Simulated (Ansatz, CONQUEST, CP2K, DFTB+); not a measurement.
**CP2K runs on (4,4) carbon nanotube in a second wall (156 atoms)**

Aim: run (4,4) carbon nanotube in a second wall (156 atoms) in CP2K and see how near its forces come to a plane-wave reference, and at what cost.

Program: CP2K 2026.2. Level of theory: the method is named at each step. Results are calculated unless marked as measured.

**1. Starting point**

The cell holds 156 atoms: 156 C. Cell: a = 22.124 Å, b = 22.186 Å, c = 7.281 Å, α = 90.0°, β = 90.0°, γ = 90.0°. It derives from C (graphene). Graphene sheet (a = 2.46 Å) rolled into a (4,4) tube of diameter 5.43 Å inside an (9, 9) tube, 3 periods, 10 Å of vacuum; minimised with a classical potential (one cell length free). Then every atom was moved at random, 0.02 Å r.m.s. a Cartesian component. Regions: inner wall, 48 atoms (48 C); outer wall, 108 atoms (108 C). Vacuum lies along a and b. The structure's axis is c.

The yardstick, on the same geometry:

| Property | Result |
| --- | --- |
| method | Kohn-Sham DFT, PBE, PAW, plane waves (Ansatz 0.2.0); cutoff 420 eV, Γ point, fermi-dirac smearing of 0.05 eV; PAW set soft_2 |
| r.m.s. force component | 1.314 eV/Å |
| longest force | 4.941 eV/Å |
| SCF cycles | 12 |
| time | 30 s on 4 threads of AMD EPYC 9R45, shared host |
| CPU time | 1.9 min |

**2. PBE, DZVP-MOLOPT-SR, 450/50 Ry, diagonalisation**

Method: Kohn-Sham DFT, PBE, GTH-PBE pseudopotentials, Gaussian and plane waves, DZVP-MOLOPT-SR-GTH, diagonalisation.

Contents of input.inp:

```
&GLOBAL
  PROJECT cell
  RUN_TYPE ENERGY_FORCE
  PRINT_LEVEL LOW
&END GLOBAL
&FORCE_EVAL
  METHOD QS
  &DFT
    BASIS_SET_FILE_NAME BASIS_MOLOPT
    POTENTIAL_FILE_NAME GTH_POTENTIALS
    &MGRID
      CUTOFF 450
      REL_CUTOFF 50
    &END MGRID
    &QS
      EPS_DEFAULT 1.0E-12
    &END QS
    &SCF
      SCF_GUESS ATOMIC
      EPS_SCF 1.0E-06
      MAX_SCF 200
      ADDED_MOS 70
      &DIAGONALIZATION
        ALGORITHM STANDARD
      &END DIAGONALIZATION
      &SMEAR ON
        METHOD FERMI_DIRAC
        ELECTRONIC_TEMPERATURE [K] 580
      &END SMEAR
      &MIXING
        METHOD BROYDEN_MIXING
        ALPHA 0.15
        NBROYDEN 8
      &END MIXING
      &PRINT
        &RESTART OFF
        &END RESTART
      &END PRINT
    &END SCF
    &XC
      &XC_FUNCTIONAL PBE
      &END XC_FUNCTIONAL
    &END XC
    &PRINT
      &MULLIKEN ON
      &END MULLIKEN
      &HIRSHFELD ON
        SHAPE_FUNCTION DENSITY
      &END HIRSHFELD
      &MO ON
        EIGENVALUES T
        OCCUPATION_NUMBERS T
        MO_INDEX_RANGE 301 324
        &EACH
          QS_SCF 0
        &END EACH
        ADD_LAST NUMERIC
      &END MO
    &END PRINT
  &END DFT
  &SUBSYS
    &CELL
      A 22.12389 0.00000 0.00000
      B 0.00000 22.18577 0.00000
      C 0.00000 0.00000 7.28078
    &END CELL
    &COORD
      SCALED
      C 0.61977 0.52950 0.16997
      C 0.60597 0.56165 0.00524
      C 0.55954 0.60554 0.00365
      C 0.53216 0.61761 0.17274
      C 0.46727 0.61740 0.17066
      C 0.43813 0.60642 0.00872
      C 0.39553 0.56276 0.00445
      C 0.38164 0.53182 0.17575
      C 0.38307 0.46912 0.17231
      C 0.39273 0.43872 0.34012
      C 0.44060 0.39457 0.00826
      C 0.46930 0.38218 0.17031
      C 0.53162 0.38125 0.17357
      C 0.56231 0.39520 0.33812
      C 0.60572 0.43711 0.00626
      C 0.61827 0.46831 0.17364
      C 0.77156 0.53341 0.17193
      C 0.76758 0.56195 0.00436
      C 0.74372 0.62091 0.00587
      C 0.72673 0.64819 0.17512
      C 0.68704 0.69682 0.17339
      C 0.66189 0.71729 0.00417
      C 0.60834 0.74964 0.34134
      C 0.57764 0.75932 0.17791
      C 0.51582 0.77172 0.17474
      C 0.48459 0.77110 0.00877
      C 0.42270 0.76088 0.00714
      C 0.39201 0.75092 0.17203
      C 0.33744 0.71749 0.17277
      C 0.31246 0.69683 0.33824
      C 0.27073 0.65019 0.33950
      C 0.25487 0.62068 0.17253
      C 0.23437 0.56250 0.17060
      C 0.23010 0.53216 0.00828
      C 0.22903 0.46786 0.00937
      C 0.23646 0.43857 0.17792
      C 0.25470 0.37796 0.17412
      C 0.27315 0.34981 0.00600
      C 0.31293 0.30127 0.00750
      C 0.33708 0.28288 0.17513
      C 0.39402 0.25174 0.17703
      C 0.42145 0.23943 0.00552
      C 0.48545 0.22954 0.00874
      C 0.51550 0.22808 0.17083
      C 0.57786 0.23963 0.17336
      C 0.60707 0.24995 0.00470
      C 0.66316 0.28213 0.00676
      C 0.68732 0.30345 0.17160
      C 0.72684 0.35049 0.17443
      C 0.74273 0.37766 0.33861
      C 0.76589 0.43740 0.33571
      C 0.76919 0.46747 0.17448
      C 0.61832 0.53194 0.50995
      C 0.60603 0.56096 0.34149
      C 0.56267 0.60589 0.34118
      C 0.53313 0.61934 0.50577
[... 96 atom lines left out ...]
      C 0.72640 0.35055 0.84070
      C 0.74472 0.37795 0.01190
      C 0.76496 0.43649 0.00481
      C 0.76960 0.46905 0.83980
    &END COORD
    &KIND C
      BASIS_SET DZVP-MOLOPT-SR-GTH-q4
      POTENTIAL GTH-PBE-q4
    &END KIND
  &END SUBSYS
  &PRINT
    &FORCES ON
    &END FORCES
  &END PRINT
&END FORCE_EVAL
```

Launch:

```sh
$ OMP_NUM_THREADS=2 cp2k.psmp -i input.inp > output.txt
```

Numbers of over 12 decimals in the logs are rounded to 6 here.

The log of the run:

```text
CP2K| version string:                                       CP2K version 2026.2
 CP2K| Input file name                                                 input.inp
 GLOBAL| Basis set file name                                        BASIS_MOLOPT
 GLOBAL| Potential file name                                      GTH_POTENTIALS
 GLOBAL| Run type                                                   ENERGY_FORCE
 GLOBAL| Total number of message passing processes                             1
 GLOBAL| Number of threads for this process                                    2
 TOTAL NUMBERS AND MAXIMUM NUMBERS
  Total number of            - Atomic kinds:                                   1
                             - Atoms:                                        156
                             - Shell sets:                                   156
                             - Shells:                                       780
                             - Primitive Cartesian functions:                780
                             - Cartesian basis functions:                   2184
                             - Spherical basis functions:                   2028
  Maximum angular momentum of- Orbital basis functions:                        2
                             - Local part of the GTH pseudopotential:          2
                             - Non-local part of the GTH pseudopotential:      0
 SCF PARAMETERS         Density guess:                                    ATOMIC
                        max_scf:                                             200
                        eps_scf:                                        1.00E-06
                        added MOs                                        70    0
                        Mixing method:                            BROYDEN_MIXING
                                                charge density mixing in g-space
                        Smear method:                                FERMI_DIRAC
                        Electronic temperature [K]:                        580.0
                        Electronic temperature [a.u.]:                  1.84E-03
                        Accuracy threshold:                             1.00E-10
 Extrapolation method: initial_guess
 Number of electrons:                                                        624
 Number of occupied orbitals:                                                312
 Number of molecular orbitals:                                               382
 Number of orbital functions:                                               2028
 Number of independent orbital functions:                                   2028
 SCF WAVEFUNCTION OPTIMIZATION
  Step     Update method      Time    Convergence         Total energy    Change
     1 NoMix/Diag. 0.15E+00    5.6     0.92947240      -884.6900091269 -8.85E+02
     2 Broy./Diag. 0.15E+00    8.1     0.01715856      -842.2691088694  4.24E+01
     3 Broy./Diag. 0.15E+00    8.0     0.06617249      -877.5786206331 -3.53E+01
     4 Broy./Diag. 0.15E+00    8.1     0.00991341      -891.8116027058 -1.42E+01
[...]
26 Broy./Diag. 0.15E+00    9.1     0.00000213      -887.1528848336  2.62E-04
    27 Broy./Diag. 0.15E+00    9.1     0.00000063      -887.1528108453  7.40E-05
  *** SCF run converged in    27 steps ***
  Electronic density on regular grids:       -624.0000000000        0.0000000000
  Core density on regular grids:              623.9999999995       -0.0000000005
  Total charge density on r-space grids:       -0.0000000005
  Total charge density g-space grids:          -0.0000000005
  Overlap energy of the core charge distribution:               5.336e-05
  Self energy of the core charge distribution:              -2080.261237
  Core Hamiltonian energy:                                    664.049349
  Hartree energy:                                             804.893834
  Exchange-correlation energy:                               -275.825100
  Electronic entropic energy:                                  -0.00971125
  Fermi energy:                                                -0.013862
  Total energy:                                              -887.152811
  Total energy (extrapolated to T->0):                       -887.147955
 MO| EIGENVALUES AND OCCUPATION NUMBERS
 MO|
 MO|  Index      Eigenvalue [a.u.]        Eigenvalue [eV]             Occupation
 MO|    301              -0.083282              -2.266215               2.000000
 MO|    302              -0.083048              -2.259841               2.000000
 MO|    303              -0.082254              -2.238254               2.000000
[...]
MO|    323               0.037614               1.023518               0.000000
 MO|    324               0.040591               1.104551               0.000000
 MO| Sum:                                                             624.000000
 MO| E(Fermi):           -0.013862 a.u.         -0.377194 eV
 !-----------------------------------------------------------------------------!
                     Mulliken Population Analysis
 #  Atom  Element  Kind  Atomic population                           Net charge
       1     C        1          4.000306                             -0.000306
       2     C        1          3.998350                              0.001650
       3     C        1          3.988699                              0.011301
[...]
155     C        1          4.002862                             -0.002862
     156     C        1          4.007947                             -0.007947
 # Total charge                            624.000000                  0.000000
 !-----------------------------------------------------------------------------!
 !-----------------------------------------------------------------------------!
                           Hirshfeld Charges
  #Atom  Element  Kind  Ref Charge     Population                    Net charge
      1       C      1       4.000          3.994                         0.006
      2       C      1       4.000          3.994                         0.006
      3       C      1       4.000          3.994                         0.006
[...]
155       C      1       4.000          4.003                        -0.003
    156       C      1       4.000          4.000                        -0.000
  Total Charge                                                           -0.000
 !-----------------------------------------------------------------------------!
 ENERGY| Total FORCE_EVAL ( QS ) energy [hartree]           -887.152852
 FORCES| Atomic forces [hartree/bohr]
 FORCES|   Atom     x               y               z               |f|
 FORCES|      1 -1.37308966E-02  5.43422797E-02  2.61374693E-02   6.18448720E-02
 FORCES|      2  2.08395792E-03  8.47928108E-03  2.07700657E-02   2.25307949E-02
 FORCES|      3  4.49676968E-02 -1.07647319E-02  3.32426840E-02   5.69477765E-02
[...]
FORCES|    155  1.04762958E-02  3.21518710E-02  1.63175710E-02   3.75467536E-02
 FORCES|    156  7.24836353E-03 -5.11887266E-02 -5.56671116E-03   5.19981997E-02
 FORCES| Sum     8.26333073E-05 -1.39946555E-04  6.69676962E-04
 FORCES| Total atomic force                                       6.89115764E-04
```

It took 4.4 min on 2 threads of AMD EPYC 9R45, shared host; peak memory 5.7 GiB.

Banners, paths, timers and routine set-up lines are dropped from the logs unmarked, and long logs keep their key lines alone; longer cuts are marked.

Against the reference:

```yaml
r_m_s_force_component: 1.336 eV/Å
r_m_s_difference_of_force_components: 27.72 meV/Å
longest_difference_of_force_vectors: 96.01 meV/Å
force_difference_over_r_m_s_force: 2.11 %
slope_of_forces_against_the_reference_s: 1.017
correlation_of_force_components: 0.9999
```

A closer look about C53, picked at random: 10 atoms, nearest first, numbered in the order of the input, with positions taken from that point.

```
atom      x      y      z  distance (Å)  bonds  Hirshfeld charge (e)     Fx     Fy  Fz (eV/Å)
 C53   0.00   0.00   0.00          0.00      3                  0.01   0.84  -0.50      -1.57
C106  -0.24   0.65   1.18          1.37      3                  0.01  -0.51   1.39       1.52
 C68   0.02  -1.40   0.01          1.40      3                  0.01   0.15  -0.69      -2.12
 C54  -0.27   0.64  -1.23          1.41      3                  0.01   1.00  -0.62      -0.89
C119  -0.30  -2.02   1.18          2.36      3                  0.01   0.91  -0.46       1.58
C107  -1.24   1.65   1.19          2.38      3                  0.01   0.23   0.20       0.23
 C55  -1.23   1.64  -1.23          2.39      3                  0.00  -0.12   0.27      -1.10
C105   0.01   0.00   2.42          2.42      3                  0.00   0.39   0.78      -1.37
 C67  -0.25  -2.11  -1.24          2.46      3                  0.01   1.51   2.47       0.74
  C1   0.03  -0.05  -2.48          2.48      3                  0.01  -0.71   2.79       1.34
```

Forces lie 2.1 % from the reference's, at 3.9 times its CPU time (on 2 against 4 cores).

**3. PBE, DZVP-MOLOPT-SR, 157/50 Ry, diagonalisation**

Method: Kohn-Sham DFT, PBE, GTH-PBE pseudopotentials, Gaussian and plane waves, DZVP-MOLOPT-SR-GTH, diagonalisation.

input.inp: that of step 2 with these lines changed.

```diff
@@ -11,3 +11,3 @@
     &MGRID
-      CUTOFF 450
+      CUTOFF 157
       REL_CUTOFF 50
```

Launch:

```sh
$ OMP_NUM_THREADS=1 mpirun -np 4 cp2k.psmp -i input.inp > output.txt
```

The log of the run:

```text
CP2K| version string:                                       CP2K version 2026.2
 CP2K| Input file name                                                 input.inp
 GLOBAL| Basis set file name                                        BASIS_MOLOPT
 GLOBAL| Potential file name                                      GTH_POTENTIALS
 GLOBAL| Run type                                                   ENERGY_FORCE
 GLOBAL| Total number of message passing processes                             4
 GLOBAL| Number of threads for this process                                    1
 TOTAL NUMBERS AND MAXIMUM NUMBERS
  Total number of            - Atomic kinds:                                   1
                             - Atoms:                                        156
[... lines left out ...]
                        Smear method:                                FERMI_DIRAC
[... lines left out ...]
 Number of electrons:                                                        624
[... lines left out ...]
  Step     Update method      Time    Convergence         Total energy    Change
[... lines left out ...]
  *** SCF run converged in    27 steps ***
[... lines left out ...]
  Fermi energy:                                                -0.013879
  Total energy:                                              -887.153512
  Total energy (extrapolated to T->0):                       -887.148656
[... lines left out ...]
 MO| E(Fermi):           -0.013879 a.u.         -0.377657 eV
[... lines left out ...]
       2     C        1          3.998293                              0.001707
       3     C        1          3.988757                              0.011243
[...]
155     C        1          4.002913                             -0.002913
     156     C        1          4.007940                             -0.007940
 # Total charge                            624.000000                  0.000000
 !-----------------------------------------------------------------------------!
 !-----------------------------------------------------------------------------!
                           Hirshfeld Charges
  #Atom  Element  Kind  Ref Charge     Population                    Net charge
      1       C      1       4.000          3.994                         0.006
      2       C      1       4.000          3.994                         0.006
      3       C      1       4.000          3.994                         0.006
[...]
155       C      1       4.000          4.003                        -0.003
    156       C      1       4.000          4.000                        -0.000
  Total Charge                                                           -0.000
 !-----------------------------------------------------------------------------!
 ENERGY| Total FORCE_EVAL ( QS ) energy [hartree]           -887.153558
 FORCES| Atomic forces [hartree/bohr]
 FORCES|   Atom     x               y               z               |f|
 FORCES|      1 -1.33917392E-02  5.34059299E-02  2.53757240E-02   6.06255672E-02
 FORCES|      2  1.68431804E-03  7.89875019E-03  1.94726072E-02   2.10810250E-02
 FORCES|      3  4.60682212E-02 -1.08167816E-02  3.20048401E-02   5.71278702E-02
[...]
FORCES|    155  1.10068409E-02  3.23683466E-02  1.55688526E-02   3.75666019E-02
 FORCES|    156  7.32774629E-03 -5.13875030E-02 -6.00574008E-03   5.22536147E-02
 FORCES| Sum     7.70657318E-05 -9.97554189E-03 -6.37678879E-02
 FORCES| Total atomic force                                       6.45434807E-02
```

The job ended after 90 s (4 MPI ranks; peak memory 2.8 GiB).

Against the reference:

```
r.m.s. force component                          : 1.328 eV/Å
r.m.s. difference of force components           : 39.34 meV/Å
longest difference of force vectors             : 146.3 meV/Å
force difference over r.m.s. force              : 2.994 %
slope of forces against the reference's         : 1.01
correlation of force components                 : 0.9996
energy less the same-level run's                : -0.1231 meV/atom
r.m.s. force difference from the same-level run : 35.68 meV/Å
```

This is a coarse setting, run to see what it loses.

Against the first run (2.1 %), the force difference from the reference is 3.0 %, at 0.79 times the CPU time (on 4 against 2 cores): the grid matters here.

The forces add up to 3.3 eV/Å instead of zero, usually a sign of too coarse a grid.

(Part 1 of 2 ends here.)

[Also dropped from logs without a mark: logging warnings of Python, and SIESTA's first energy breakdown and zero terms.]

[Logs are printed without paths, hosts, clocks, repeated set-up lines and the standing remarks that a program may print on its own settings, such as how far it seeks lower states.]

[Hosts, paths, dates, database ids (printed as entryN), source tags and the programs' standing remarks are cut or masked in the printed files.]
